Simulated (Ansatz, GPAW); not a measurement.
# A 5-layer slab of Ta(100): simulated STM images, part 3 of 3

Aim: Tersoff-Hamann images of a 5-layer slab of Ta(100) at several biases.

GPAW 26.7.0 and Ansatz 0.2.0; GPAW, PAW setups; slab in vacuum (the session's first sound run).

So far, dipole along the normal (e·Å): step 2 (relaxation) 0.0119; step 3 (bands at fixed density, height 3 Å, STM [-1.0, 1.0] V) 0.0122.

## (4) A second plane-wave code (continued)

Level of this step: Ansatz plane waves; slab in vacuum with a dipole correction (Ansatz).

Band density in the ca plane at fractional y = 0.000, with atoms of Ta within 0.2 Å of it.

Ten steps, logarithmic in the rise over the least value, from '0' (0.00 Å⁻³) to '9' (0.24 Å⁻³), each cell a mean:
```
00001124567999974346777864468999976432100000
00001124568999975446766764468989976432100000
00001134567887764445555653356778876432100000
00001134567776543344555543344567765432100000
00001134567776443344445543334567765432100000
00001134567877654445555553345667765432100000
00001124568998875446666654457888876432100000
00001124568999975446777764468999976432100000
00001123457899864346777764468988875432100000
```
Columns run along c (16.0 Å, from fractional 0.12 to 0.90 of the cell), rows up along a (3.3 Å). Atoms in or near the plane, at fractional coordinates: Ta at (0.34, 0.00), Ta at (0.50, 0.00), Ta at (0.65, 0.00).

Valence density in the ca plane at fractional y = 0.000, with atoms of Ta within 0.2 Å of it. It is the smooth field of the valence electrons, not physical close to the nuclei.

Ten even steps from '0' (0.0 e/Å³) to '9' (4.3 e/Å³), each cell a mean:
```
00000000002799610001799720013899510000000000
00000000000365210001356310001465100000000000
00000000000011000000011000000111000000000000
00000000000000000000000000000000000000000000
00000000000000000000000000000000000000000000
00000000000000000000000000000000000000000000
00000000000133100000133100001232100000000000
00000000001598510001589510002798300000000000
00000000002899720002899820014989610000000000
```
Columns run along c (16.0 Å, from fractional 0.12 to 0.90 of the cell), rows up along a (3.3 Å). Atoms in or near the plane, at fractional coordinates: Ta at (0.34, 0.00), Ta at (0.50, 0.00), Ta at (0.65, 0.00).

The upper face's work function is 3.760 eV, against 3.758 eV in the first plane-wave PBE run at this geometry.

## (5) Side by side

Results and costs are gathered.

This step: comparison of work functions, dipole and cost (GPAW 26.7.0).

Ladder, by row:

| step | code | work function, upper (eV) | work function, lower (eV) | dipole (e Å) | wall time (s) | peak memory (GiB) | threads |
| --- | --- | --- | --- | --- | --- | --- | --- |
| pw | GPAW | 3.758 | 3.961 | 0.01218 | 166.7 | 0.52 | 1 |
| ansatz | Ansatz | 3.76 | 3.963 | 0.01224 | 6.03 | 0.627 | 4 |

## (6) A changed run

One more run, with changed settings.

This step: GPAW, PAW setups; slab in vacuum (GPAW 26.7.0).

File run.py:

```python
import json
import numpy as np
from ase import Atoms
from gpaw import GPAW, PW
from gpaw.external import ConstantElectricField

slab = Atoms(
    ['Ta', 'Ta', 'Ta', 'Ta', 'Ta'],
    positions=[
        [0.00000, 0.00000, 7.00000],
        [1.65500, 1.65500, 8.65500],
        [0.00000, -0.00000, 10.32112],
        [1.65500, 1.65500, 12.01181],
        [-0.00000, -0.00000, 13.45878]],
    cell=[[3.31, 0.0, 0.0], [0.0, 3.31, 0.0], [0.0, 0.0, 20.62]],
    pbc=[True, True, False])

slab.calc = GPAW(mode=PW(400), xc='PBE', kpts={'size': (10, 10, 1), 'gamma': True},
                 occupations={'name': 'fermi-dirac', 'width': 0.1}, nbands='160%',
                 convergence={'density': 1e-05}, maxiter=100,
                 poissonsolver={'dipolelayer': 'xy'},
                 external=ConstantElectricField(3.0, [0, 0, 1]),
                 symmetry={'tolerance': 1e-3}, txt='slab.txt')
result = {}
energy = slab.get_potential_energy()
fermi = slab.calc.get_fermi_level()
v = slab.calc.get_electrostatic_potential().mean((0, 1)) - fermi
n = slab.calc.get_pseudo_density().mean((0, 1))
L = slab.cell[2, 2]
z = np.arange(len(v)) * L / len(v)
low, high = slab.positions[:, 2].min(), slab.positions[:, 2].max()
below, above = np.interp([low - 4.8, high + 4.8], z, v)
slopes = [np.interp(x, z, np.gradient(v, z)) for x in (low - 4.8, high + 4.8)]
eps = np.array([[slab.calc.get_eigenvalues(k, s) for k in range(len(slab.calc.get_ibz_k_points()))]
                for s in range(slab.calc.get_number_of_spins())]) - fermi
top, bottom = eps[eps < 0].max(), eps[eps > 0].min()
dipole = slab.get_dipole_moment()[2]
print(f'energy {energy:.4f} eV, Fermi level {fermi:.4f} eV, dipole {dipole:.5f} e A')
print(f'potential 4.8 A off the faces, from the Fermi level: lower {below:.4f} eV, upper {above:.4f} eV')
print(f'slope of the potential there: lower {slopes[0]:.5f}, upper {slopes[1]:.5f} eV/A')
print(f'nearest levels on the mesh: {top:.4f} and {bottom:.4f} eV')
print('magnetic moment', round(slab.get_magnetic_moment(), 3))
result.update(energy=energy, fermi=fermi, dipole=dipole, below=below, above=above, slopes=slopes, edges=[top, bottom],
              z=z.tolist(), v=v.tolist(), n=n.tolist(), positions=slab.positions.tolist(),
              forces=slab.get_forces(apply_constraint=False).tolist(), moments=slab.get_magnetic_moments().tolist())
json.dump(result, open('result.json', 'w'))
```

The run is started by

```sh
> OMP_NUM_THREADS=1 OPENBLAS_NUM_THREADS=1 python run.py
```

Numbers of over 12 decimals in the logs are rounded to 6 here.

The log of the run:

```text
energy -49.0569 eV, Fermi level 0.9419 eV, dipole 2.38729 e A
potential 4.8 A off the faces, from the Fermi level: lower 26.7260 eV, upper -10.7767 eV
slope of the potential there: lower -1.93856, upper 0.05710 eV/A
nearest levels on the mesh: -0.0097 and 0.0592 eV
magnetic moment 0.0
```

Wall time 4.3 min (1 thread of Intel Xeon Platinum 8375C at 2.90GHz (Ice Lake), shared host); peak memory 0.43 GiB.

The run finished. A setting was moved off its sound value on purpose, so it serves as a test and not as the result.

The fault put into the input: a field far too strong (field = 3.0).

Side by side:

| quantity | this run | sound run | difference |
| --- | --- | --- | --- |
| dipole along the normal (e·Å) | 2.3873 | 0.012184 | 2.38 |

One result that differs is the dipole along the normal, 2.39 e·Å against 0.0122 e·Å.

## (7) Summary of results

| Item | Value |
| --- | --- |
| work function, upper and lower face | 3.758 and 3.961 eV |
| dipole along the normal | 0.0122 e Å |
| corrugation at -1 V | 0.118 Å |
| corrugation at 1 V | 0.162 Å |

The corrugation at constant current is largest at 1 V, where the tip height varies by 0.16 Å over the cell. Negative sample bias images filled states, positive bias empty ones. The two faces differ by 0.20 eV, the step that the slab's dipole makes (e p/(ε0 A) gives 0.20 eV), so the dipole layer is needed. The lowest atoms were held at bulk positions, which alone makes the faces unlike. The measured value for this face is 4.1 eV (as compiled in "Anisotropic work function of elemental crystals", 2019, arxiv:1902.07811); the relaxed upper face lies 0.34 eV under it with PBE. Measured work functions scatter by a tenth of an eV or more between methods. The two plane-wave codes differ by 0.0019 eV on the upper face. The images are of Tersoff-Hamann type: an s-wave tip, no tip-sample forces, heights closer than in a microscope. Ansatz gives corrugations of 0.12 Å at -1 V (GPAW 0.12) and 0.15 Å at 1 V (GPAW 0.16). GPAW's time includes a further run over the whole zone for the images, so the two times are not like for like. The slab is only 6.5 Å thick between its outer nuclei, so the values belong to this film more than to the surface of the bulk metal. The in-plane lattice was kept as typed, which isn't the functional's own and leaves some strain; spin-orbit coupling and temperature are left out.

[Logs are printed without paths, hosts, clocks, repeated set-up lines and the standing remarks that a program may print on its own settings, such as how far it seeks lower states.]

[Hosts, paths, dates, database ids (printed as entryN), source tags and the programs' standing remarks are cut or masked in the printed files.]
